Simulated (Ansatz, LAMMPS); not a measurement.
# V84Fe16 (at. %) with crystalline order left by the classical run (70 atoms): a single point

What does DFT give for V84Fe16 (at. %) with crystalline order left by the classical run (70 atoms) as built?

Main program and level: Ansatz 0.2.0; Kohn-Sham DFT, r2SCAN, PAW (set soft_2), plane waves.

**1. The starting structure**

The cell holds 70 atoms: 59 V and 11 Fe. Cell: a = 9.766 Å, b = 9.766 Å, c = 9.766 Å, α = 90.0°, β = 90.0°, γ = 90.0°. 70 atoms (59 V, 11 Fe) placed at random at 5.68 g/cm³, melted at 2600 K for 10 ps at fixed volume with the Finnis-Sinclair V-Fe potential (Mendelev, file VFe_mm.eam.fs of the LAMMPS distribution). Quenched from 2600 K to 300 K at 300 K/ps and zero pressure, held 5 ps.

What the set-up can't give: The quench rate of 300 K/ps is many orders above laboratory rates, so the cell is likely richer in defects and strain than a real sample. The starting topology of bonds comes from the classical model, and needn't be the one that DFT or experiment would give.

**2. The classical run that made the cell**

A classical potential makes the cell, at a small fraction of what the same run would cost in DFT.

This step: classical MD, Finnis-Sinclair V-Fe potential (Mendelev, file VFe_mm.eam.fs of the LAMMPS distribution) (LAMMPS 22 Jul 2025 - Update 4).

The input, in.lmp:

```
# melt-quench of V59Fe11
units metal
atom_style atomic
boundary p p p
region box block 0 10.1875 0 10.1875 0 10.1875
create_box 2 box
mass 1 50.9415   # V
mass 2 55.8450   # Fe
create_atoms 1 random 59 396778 NULL overlap 1.78 maxtry 2000
create_atoms 2 random 11 396785 NULL overlap 1.78 maxtry 2000
pair_style eam/fs
pair_coeff * * VFe_mm.eam.fs V Fe
neigh_modify delay 0 every 1 check yes
thermo_style custom step time temp pe press density
thermo_modify norm yes
timestep 0.002
thermo 100
min_style cg
minimize 1e-4 1e-4 200 2000
reset_timestep 0
velocity all create 2600 396779 mom yes dist gaussian
fix lim all nve/limit 0.05
fix lan all langevin 2600 2600 0.2 396780 zero yes
thermo 500
run 1000 post no
unfix lim
unfix lan
thermo 833
fix md all nvt temp 2600 2600 0.2
run 5000 post no
unfix md
thermo 383
fix md all npt temp 2600 300 0.2 iso 0 0 2
run 3833 post no
unfix md
thermo 1250
fix md all npt temp 300 300 0.2 iso 0 0 2
run 2500 post no
unfix md
write_dump all custom glass.dump id type xs ys zs modify sort id
```

Launch:

```sh
$ lmp -in in.lmp -log none -nocite
```

Numbers of over 12 decimals in the logs are rounded to 6 here.

The program printed:

```text
LAMMPS (22 Jul 2025 - Update 4)
Created orthogonal box = (0 0 0) to (10.1875 10.1875 10.1875)
Created 59 atoms
Created 11 atoms
   Step          Time           Temp          PotEng         Press         Density
         0   0              0             -2.6605301      352431.42      5.6851068
        68   0.136          0             -4.5919241     -107129.08      5.6851068
Loop time of 0.00817564 s on 1 MPI rank(s) for 68 steps with 70 atoms
Minimization stats:
  Stopping criterion = energy tolerance
  Energy initial, next-to-last, final =
      -2.6605300787269  -4.59155919127334  -4.59192414490299
  Force two-norm initial, final = 73.013453 0.59551776
  Iterations, force evaluations = 68 81
   Step          Time           Temp          PotEng         Press         Density
         0   0              2600          -4.5919241     -83702.798      5.6851068
       500   1              2826.3533     -4.2814655     -81384.903      5.6851068
      1000   2              2460.9103     -4.2693677     -64173.173      5.6851068
Loop time of 0.0800069 s on 1 MPI rank(s) for 1000 steps with 70 atoms
   Step          Time           Temp          PotEng         Press         Density
      1000   2              2460.9103     -4.2693677     -64173.173      5.6851068
      1666   3.332          2620.0694     -4.300814      -89218.362      5.6851068
      2499   4.998          2501.5246     -4.2760182     -59046.993      5.6851068
      3332   6.664          2433.9146     -4.1799757     -55314.501      5.6851068
      4165   8.33           3317.7688     -4.2273658     -76355.736      5.6851068
      4998   9.996          2471.851      -4.2653626     -51101.621      5.6851068
      5831   11.662         2691.3711     -4.2547896     -42498.672      5.6851068
[... 1 line left out ...]
Loop time of 0.385295 s on 1 MPI rank(s) for 5000 steps with 70 atoms
   Step          Time           Temp          PotEng         Press         Density
[... 12 lines left out ...]
Loop time of 0.334322 s on 1 MPI rank(s) for 3833 steps with 70 atoms
   Step          Time           Temp          PotEng         Press         Density
      9833   19.666         365.52144     -4.7703802     -27442.849      6.3521951
     10000   20             350.04273     -4.7847813     -13413.655      6.4133498
     11250   22.5           287.97785     -4.7815036      11358.96       6.4370781
     12333   24.666         300.36391     -4.7846346      3454.6576      6.4524616
Loop time of 0.192777 s on 1 MPI rank(s) for 2500 steps with 70 atoms
```

It took 1.1 s on 1 thread of Arm Neoverse V2, shared host; peak memory 0.07 GiB.

**3. Plane-wave single point**

The electrons are solved once, with the atoms held.

The input, input.yaml:

```yaml
crystal:
  lattice:
    - [9.76649, 0.0, 0.0]
    - [0.0, 9.76649, 0.0]
    - [0.0, 0.0, 9.76649]
  atoms:
    - { symbol: V, position: [0.18071, 0.73278, 0.72475] }
    - { symbol: V, position: [0.12248, 0.37692, 0.34833] }
    - { symbol: V, position: [0.5184, 0.0496, 0.31098] }
    - { symbol: V, position: [0.57879, 0.29423, 0.16605] }
    - { symbol: V, position: [0.36125, 0.29261, 0.9969] }
    - { symbol: V, position: [0.50609, 0.07291, 0.02155] }
    - { symbol: V, position: [0.96877, 0.24739, 0.54929] }
    - { symbol: V, position: [0.39249, 0.87436, 0.12078] }
    - { symbol: V, position: [0.49525, 0.72753, 0.38942] }
    - { symbol: V, position: [0.23649, 0.68917, 0.24722] }
    - { symbol: V, position: [0.01723, 0.59022, 0.38755] }
    - { symbol: V, position: [0.76762, 0.15162, 0.14479] }
    - { symbol: V, position: [0.5592, 0.65807, 0.17177] }
    - { symbol: V, position: [0.7203, 0.85309, 0.73034] }
    - { symbol: V, position: [0.75149, 0.00554, 0.91744] }
    - { symbol: V, position: [0.87058, 0.35384, 0.26684] }
    - { symbol: V, position: [0.83681, 0.75063, 0.02864] }
    - { symbol: V, position: [0.94723, 0.9974, 0.07051] }
    - { symbol: V, position: [0.4161, 0.23277, 0.76604] }
    - { symbol: V, position: [0.94478, 0.1349, 0.82437] }
    - { symbol: V, position: [0.12034, 0.30286, 0.80941] }
    - { symbol: V, position: [0.32688, 0.62613, 0.972] }
    - { symbol: V, position: [0.08164, 0.2331, 0.10186] }
    - { symbol: V, position: [0.01611, 0.54528, 0.14283] }
    - { symbol: V, position: [0.62478, 0.47909, 0.33136] }
    - { symbol: V, position: [0.47458, 0.69886, 0.69931] }
    - { symbol: V, position: [0.23751, 0.63939, 0.50305] }
    - { symbol: V, position: [0.56224, 0.50959, 0.8345] }
    - { symbol: V, position: [0.32934, 0.91686, 0.37354] }
    - { symbol: V, position: [0.59023, 0.75366, 0.94683] }
    - { symbol: V, position: [0.97456, 0.81946, 0.27558] }
    - { symbol: V, position: [0.19416, 0.05513, 0.67306] }
    - { symbol: V, position: [0.34331, 0.46752, 0.2642] }
    - { symbol: V, position: [0.03288, 0.57844, 0.87648] }
    - { symbol: V, position: [0.4828, 0.98605, 0.79308] }
    - { symbol: V, position: [0.82947, 0.45337, 0.49256] }
    - { symbol: V, position: [0.09702, 0.86439, 0.47714] }
    - { symbol: V, position: [0.90141, 0.31479, 0.98098] }
    - { symbol: V, position: [0.9394, 0.69575, 0.61958] }
    - { symbol: V, position: [0.60077, 0.92572, 0.52691] }
    - { symbol: V, position: [0.30228, 0.47985, 0.76724] }
    - { symbol: V, position: [0.21858, 0.12113, 0.438] }
    - { symbol: V, position: [0.13534, 0.77128, 0.02623] }
    - { symbol: V, position: [0.66455, 0.59127, 0.59144] }
    - { symbol: V, position: [0.90618, 0.99101, 0.56774] }
    - { symbol: V, position: [0.20851, 0.06103, 0.9598] }
    - { symbol: V, position: [0.83775, 0.40267, 0.75218] }
    - { symbol: V, position: [0.75504, 0.48655, 0.03432] }
    - { symbol: V, position: [0.31389, 0.18226, 0.21412] }
    - { symbol: V, position: [0.4384, 0.11033, 0.54979] }
    - { symbol: V, position: [0.64422, 0.26435, 0.89291] }
    - { symbol: V, position: [0.70927, 0.19651, 0.41726] }
    - { symbol: V, position: [0.26268, 0.33406, 0.55496] }
    - { symbol: V, position: [0.00335, 0.10911, 0.3148] }
    - { symbol: V, position: [0.77589, 0.75945, 0.44938] }
    - { symbol: V, position: [0.68326, 0.87067, 0.18842] }
    - { symbol: V, position: [0.57461, 0.36358, 0.61265] }
    - { symbol: V, position: [0.70392, 0.14625, 0.66523] }
    - { symbol: V, position: [0.00135, 0.87589, 0.82344] }
    - { symbol: Fe, position: [0.50279, 0.47963, 0.05172], spin: 2.2 }
    - { symbol: Fe, position: [0.1922, 0.44392, 0.04053], spin: 2.2 }
    - { symbol: Fe, position: [0.43343, 0.51905, 0.50715], spin: 2.2 }
    - { symbol: Fe, position: [0.3498, 0.87479, 0.60286], spin: 2.2 }
    - { symbol: Fe, position: [0.46304, 0.28869, 0.38942], spin: 2.2 }
    - { symbol: Fe, position: [0.80985, 0.62203, 0.24411], spin: 2.2 }
    - { symbol: Fe, position: [0.07883, 0.47795, 0.62134], spin: 2.2 }
    - { symbol: Fe, position: [0.77954, 0.62828, 0.81321], spin: 2.2 }
    - { symbol: Fe, position: [0.80616, 0.99297, 0.33869], spin: 2.2 }
    - { symbol: Fe, position: [0.1693, 0.97283, 0.19846], spin: 2.2 }
    - { symbol: Fe, position: [0.32161, 0.8533, 0.87188], spin: 2.2 }
magnetization:
  spin_polarized: true
kpoints:
  mp_grid: { grid: [2, 2, 2] }
hamiltonian:
  xc: r2scan
scf:
  occupations: { method: fermi_dirac, width: 0.1 }
output:
  forces: true
  stress: true
  populations: true
  dos:
    method: { smearing: { sigma: 0.08 } }
    de: 0.1
    projected: { site_lists: { Fe: [Fe], V: [V] } }
  eigenvalues: true
  write_density: true
  write_potential: true
  volumetric_format: npy
```

Launch:

```sh
$ ansatz run input.yaml --threads 8 --pin off --max-ram 15872MiB --backend cpu --events-out ev --progress --plain --runs-dir out
```

The program printed:

```text
Engine: ansatz 0.2.0, aarch64-unknown-linux-gnu
Pseudopotentials: kind: paw
Pseudopotential: V, paw, valence charge 13, recommended cutoff 500 eV (meta_gga), V.paw.azcp
Pseudopotential: Fe, paw, valence charge 16, recommended cutoff 500 eV (meta_gga), Fe.paw.azcp
[... 6 lines on functional and potentials left out ...]
Crystal: 70 atoms, lattice volume = 931.570 Å³
Basis set: ecut = 500 eV, 23703 PW (Γ), exchange–correlation on 288×288×288 points (64 copies of the dense FFT grid, shifted against one another)
Bands: 581, of which v1, the nominal top of the filled ones, is band 472 counted from 1 (471 counted from 0)
Symmetry: 1 space group operations
Space group: P1 (ITA 1), of the structure as read, at distance tolerance 9.8e-5 Å
Magnetic group: BNS 1.1 (UNI 1), of the structure as read, at distance tolerance 9.8e-5 Å
k-points: 8
[...]
atom  14  V      0.91672598    -0.33223780    -0.16826886
[...]
atom  69  Fe    -0.47518459    -0.40495469     0.21719988
  atom  70  Fe    -0.31666779     0.40215031     0.21553720
  max |Σ_I F_I| component: 2.81e-5 eV/Å
--- Stress (GPa, compression-positive) ---
       -1.084176      -0.981751       0.598331
       -0.981758       1.416660       1.286596
        0.598330       1.286595       1.758932
  P = ⅓ Tr σ = 0.6971 GPa (6.971 kbar)
--- Band table (eV; the first three rows and the last of 16) ---
  k-point 0 ↑: bands = ["-75.0646", "-74.8988", "-74.8131", "-74.7817", [... 565 levels ...], "19.0561", "19.0657", "19.0905", "19.1196", "19.1261", "19.1505", "19.1659", "19.1755", "19.1897", "19.2022", "19.2289", "19.2385"]
[...]
--- Löwdin populations: 70 sites ---
  site symbol       q [e]    m [muB]
     0      V     12.8574    -0.5875
     1      V     12.8686    -0.6639
     2      V     12.8371     0.4651
[...]
69     Fe     15.9040     1.5645
  spilling = 0.011669 (of n_electrons = 943.000000)
[key lines of the parts left out:]
SCF converged after 45 iterations
Magnetization: 4.6206 μB (473.8103 up, 469.1897 down)
Free energy (F): -221436.143548 eV
Fermi energy:    16.769131 eV
```

The job ended after 34 min (8 threads of Arm Neoverse V2, shared host; peak memory 12 GiB; 4.4 h of CPU time).

The program notes that it cut back its work space to fit the memory limit and the stability of the SCF solution was not settled. Further notices: look outside group; minimisation memory short.

Numbers from this run:

- free energy: -221436.1435 eV
- free energy per atom: -3163.3735 eV/atom
- SCF cycles: 45
- pressure: 0.6971 GPa
- r.m.s. force component: 0.5175 eV/Å
- longest force: 1.906 eV/Å
- Fermi energy: 16.77 eV
- levels partly filled by over 2 per cent: 503
- total moment: 4.621 μB
- absolute moment: 51.73 μB
- spilling of the projection: 0.01167

Length of the force by element:

```csv
element,coordination,atoms,mean length of the force (eV/Å),spread,least,most
Fe,all,11,0.638,0.185,0.313,1.05
V,all,59,0.855,0.374,0.125,1.91
```

Magnetic moments by element:

```csv
element,coordination,atoms,mean moment (μB),spread,least,most
Fe,all,11,1.56,0.417,0.348,2.02
V,all,59,-0.160,0.487,-1.01,0.906
```

States in the cell by windows of 0.5 eV, zero at the Fermi level; the larger projections on atomic orbitals stand beside the total:

```csv
from (eV),to (eV),total up,total down,V d,Fe d,V s
-10,-8,0.0,0.0,0.0,0.0,0.0
-8,-7.5,0.1,0.1,0.0,0.0,0.2
-7.5,-7,0.5,0.7,0.0,0.0,1.0
-7,-6.5,1.4,1.5,0.0,0.0,2.2
-6.5,-6,1.2,1.0,0.1,0.0,1.7
-6,-5.5,1.7,2.2,0.2,0.0,2.6
-5.5,-5,3.9,3.6,0.7,0.2,5.1
-5,-4.5,2.0,1.9,0.6,0.2,2.5
-4.5,-4,10.0,6.5,4.7,3.4,6.4
-4,-3.5,22.6,11.8,14.1,11.9,6.7
-3.5,-3,22.8,19.8,21.0,14.7,5.2
-3,-2.5,20.1,19.3,21.8,12.6,3.4
-2.5,-2,18.8,23.1,27.2,10.1,2.7
-2,-1.5,20.5,25.7,34.0,7.8,2.3
-1.5,-1,23.9,26.5,39.3,6.2,2.2
-1,-0.5,23.9,24.9,38.6,5.3,2.1
-0.5,0,21.1,21.3,33.6,4.5,1.8
0,0.5,20.6,18.8,31.4,4.4,1.5
0.5,1,20.7,20.5,33.1,5.2,1.2
```

The curve was stored every 0.10 eV, coarse against its broadening of 0.08 eV, so these counts are rough.

About 558 of the 943 electrons lie in deeper levels, below the stored range.

The levels nearest the highest filled one (over half full), pooled over k-points and spins:

```csv
level less the highest filled one (eV),occupation
-0.0104,0.53
-0.0094,0.528
-0.0037,0.514
-0.0034,0.513
-0.002,0.509
0,0.504
0.0022,0.499
0.0036,0.495
0.004,0.494
0.0046,0.493
0.0078,0.485
0.0079,0.485
```

Spin density in the ac plane at fractional y = 0.468, with atoms of V and Fe within 0.2 Å of it.

Ten even steps from '0' (-0.7 e/Å³) to '9' (3.4 e/Å³), each cell a mean:
```
111122211111111111111111111
111111111111111111111111111
111111111111111111111111111
111111111111111111111111111
111111122211111111111111111
111111223211111111111111111
111111122211111111111111111
233211111111111111111111111
269521111111111111111111111
258421111111111111111111111
122211111112211111111121111
111111111123321111111122111
111111111122221111111222111
111111111111111111111111111
111111111111111111111111111
111111111111111100111111111
111111111011111100111111111
111111111001111111111111111
111111111111111111111111111
111111111111111111111111111
111111111111111111111111111
111123211111122111112211111
111237421111233111122211111
111235321111222111122211111
```
Columns run along a (9.8 Å), rows up along c (9.8 Å). Atoms in or near the plane, at fractional coordinates: V at (0.62, 0.33), V at (0.34, 0.26), V at (0.83, 0.49), V at (0.30, 0.77), V at (0.76, 0.03), Fe at (0.50, 0.05), Fe at (0.08, 0.62).

Electrostatic potential energy in the ac plane at fractional y = 0.468, with atoms of V and Fe within 0.2 Å of it. With pseudopotentials it is smooth inside the atoms' cores, unlike the true potential.

Ten even steps from '0' (-27 eV) to '9' (19 eV), each cell a mean:
```
999853589999755799743369999
999999999999987789988899999
889999998999963347999999999
989999754589852225999988999
999998423248852236999645799
999998334348986568998423589
987898533359999899998533699
621279865689999899999877899
300049999999998888999999998
300059999987788888899877898
742489999862368889987433689
998999999830048999985243379
999999999852258999985233379
998899999987789866787433689
987779999889998422478878999
987678975457997234259999999
998788852324897333269999999
999999833433898633589998899
889999852225899988999999998
558999986568999999999999986
347887899999756899987799985
667621279997200389732369997
888400048995000178423338999
998500059997200388523238999
```
Columns run along a (9.8 Å; values clipped at the 3rd and 97th percentile), rows up along c (9.8 Å). Atoms in or near the plane, at fractional coordinates: V at (0.62, 0.33), V at (0.34, 0.26), V at (0.83, 0.49), V at (0.30, 0.77), V at (0.76, 0.03), Fe at (0.50, 0.05), Fe at (0.08, 0.62).

The cell holds a total moment of 4.62 μB, from site moments of up to 2.0 μB that point both ways; no search proves this magnetic order the lowest. Within 0.4 eV of the Fermi level the largest share is V d (83 % of the projected weight).

**4. Local order**

Bonds and neighbours are counted at the geometry of the runs.

Density 6.45 g/cm³, 13.31 Å³ an atom.

Pair distribution functions g(r), in bins of 0.1 Å:

```csv
r (Å),total,V-V,V-Fe,Fe-Fe
2.05,0.00,0.00,0.00,0.00
2.15,0.13,0.00,0.48,0.00
2.25,0.66,0.17,2.04,0.00
2.35,1.52,1.22,2.47,0.00
2.45,3.08,2.57,4.75,0.00
2.55,2.93,2.22,4.94,1.92
2.65,1.55,1.69,1.15,1.71
2.75,1.72,1.86,1.51,0.00
2.85,2.64,3.30,1.11,0.00
2.95,2.22,2.79,0.92,0.00
3.05,1.21,1.56,0.25,1.30
3.15,0.85,0.94,0.68,0.00
3.25,0.66,0.76,0.43,0.00
3.35,0.21,0.23,0.20,0.00
3.45,0.20,0.21,0.19,0.00
3.55,0.31,0.34,0.27,0.00
3.65,0.32,0.16,0.60,1.81
3.75,0.39,0.21,0.65,2.63
3.85,0.55,0.26,1.08,3.33
3.95,0.39,0.35,0.51,0.00
4.05,0.79,0.60,1.39,0.00
4.15,0.76,0.59,1.26,0.00
4.25,1.11,0.85,1.78,1.36
4.35,1.01,1.01,1.09,0.00
4.45,1.47,1.49,1.38,1.86
4.55,1.49,1.79,0.55,2.95
4.65,1.26,1.54,0.42,2.27
4.75,1.68,1.79,1.42,1.09
4.85,1.36,1.52,1.02,0.52
```

Local excerpt of 14 atoms (numbers count through the whole input) about V43, which bears the longest force; x, y, z are measured from there.

```csv
atom,x,y,z,distance (Å),moment (μB),Fx,Fy,Fz (eV/Å)
V43,0.00,0.00,0.00,0.00,-0.23,-1.71,0.85,0.08
V22,1.87,-1.42,-0.53,2.41,-0.61,0.72,0.55,-0.17
Fe70,1.82,0.80,-1.51,2.49,1.48,-0.32,0.40,0.22
V10,0.99,-0.80,2.16,2.51,0.72,-0.41,0.47,-0.14
V59,-1.31,1.02,-1.98,2.58,0.72,0.07,-0.01,-0.11
V34,-1.00,-1.88,-1.46,2.59,-0.61,-0.48,-0.54,-0.06
Fe69,0.33,1.97,1.68,2.61,1.64,-0.48,-0.40,0.22
V24,-1.16,-2.21,1.14,2.74,-0.50,-0.52,0.26,-0.19
V8,2.51,1.01,0.92,2.86,-0.76,-0.28,-0.18,-0.32
V18,-1.84,2.21,0.43,2.91,0.21,0.63,-0.77,0.18
V17,-2.92,-0.20,0.02,2.92,-0.13,1.14,-0.10,-0.44
V31,-1.57,0.47,2.44,2.94,-0.16,0.12,-0.38,-1.64
V46,0.71,2.83,-0.65,2.99,-0.90,0.66,-0.61,-0.77
V1,0.44,-0.38,-2.94,3.00,-0.46,0.14,-0.19,0.71
```

**5. Outcome**

```
free energy per atom       : -3163.3735 eV/atom
pressure                   : 0.6971 GPa
r.m.s. force component     : 0.5175 eV/Å
wall time of the 1 DFT run : 34 min
```

What this shows: 503 levels are partly filled, by over 2 % (on the run's k-points), as in a metal. The cell holds a total moment of 4.62 μB, from site moments of up to 2.0 μB that point both ways; no search proves this magnetic order the lowest.

**Limits.** The force components of 0.52 eV/Å r.m.s. hold both thermal displacement and the mismatch between the potential that made the cell and DFT. The run was spin polarised, started with 11 parallel moments, ending at 4.6 μB in the cell; that starting order needn't be the real material's, and it bears on forces, charges and levels. The pressure of a single frame lacks the kinetic term. r2SCAN tends to overstate moments in itinerant metals.

[Logs are printed without paths, hosts, clocks, repeated set-up lines and the standing remarks that a program may print on its own settings, such as how far it seeks lower states.]

[Hosts, paths, dates, database ids (printed as entryN), source tags and the programs' standing remarks are cut or masked in the printed files.]
